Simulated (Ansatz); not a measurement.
Planning a run of Ansatz 0.2.0 on SrTiO3 (Tausonite). The input:

```yaml
crystal:
  lattice:
    - [3.90528, 0.0, 0.0]
    - [0.0, 3.90528, 0.0]
    - [0.0, 0.0, 3.90528]
  atoms:
    - { symbol: Sr, position: [0.5, 0.5, 0.5] }
    - { symbol: Ti, position: [0.0, 0.0, 0.0] }
    - { symbol: O, position: [0.5, 0.0, 0.0] }
    - { symbol: O, position: [0.0, 0.5, 0.0] }
    - { symbol: O, position: [0.0, 0.0, 0.5] }
kpoints:
  mp_grid: { grid: [4, 4, 4] }
  band_path:
    path: [[0.0, 0.0, 0.0], [0.0, 0.5, 0.0], [0.5, 0.5, 0.0], [0.5, 0.5, 0.5]]
    npoints: 1
hamiltonian:
  xc: hse06
scf:
  occupations: { method: fixed }
  n_extra_bands: 5
output:
  eigenvalues: true
  write_density: true
  write_potential: true
  elf: true
  volumetric_format: npy
```

```sh
ansatz run input.yaml --threads 3 --pin off --max-ram 92160MiB --backend cuda --events-out ev --progress --plain --runs-dir out --devices 1 --max-vram 13GiB  # rebuilt from the run's record
```

Question: How long will it take on 1 × NVIDIA H100 80GB HBM3 (shared by 6 runs) with 3 threads of AMD EPYC 7R13 (Zen 3), shared host, and how much memory?

It took 20 s; on shared hardware allow 9.8 s to 39 s. Peak host memory was 1.1 GiB. The sizes that set the cost: 1189 plane waves a state, 10 irreducible k points and 11 SCF cycles.

Exact exchange couples every pair of k points and filled bands, so it costs far more than a semilocal run.

[Paths, hosts, dates, memory and timing lines, banners, echoed tables and standing remarks are left out of the program output.]

[Logs are printed without paths, hosts, clocks, repeated set-up lines and the standing remarks that a program may print on its own settings, such as how far it seeks lower states.]

[Runs of the session that timed out or met a known fault of the program may be left out.]

[Cells called generated may have been cut or substituted from an entry of the Crystallography Open Database or the Materials Project.]

[Hosts, paths, dates, database ids (printed as entryN), source tags and the programs' standing remarks are cut or masked in the printed files.]
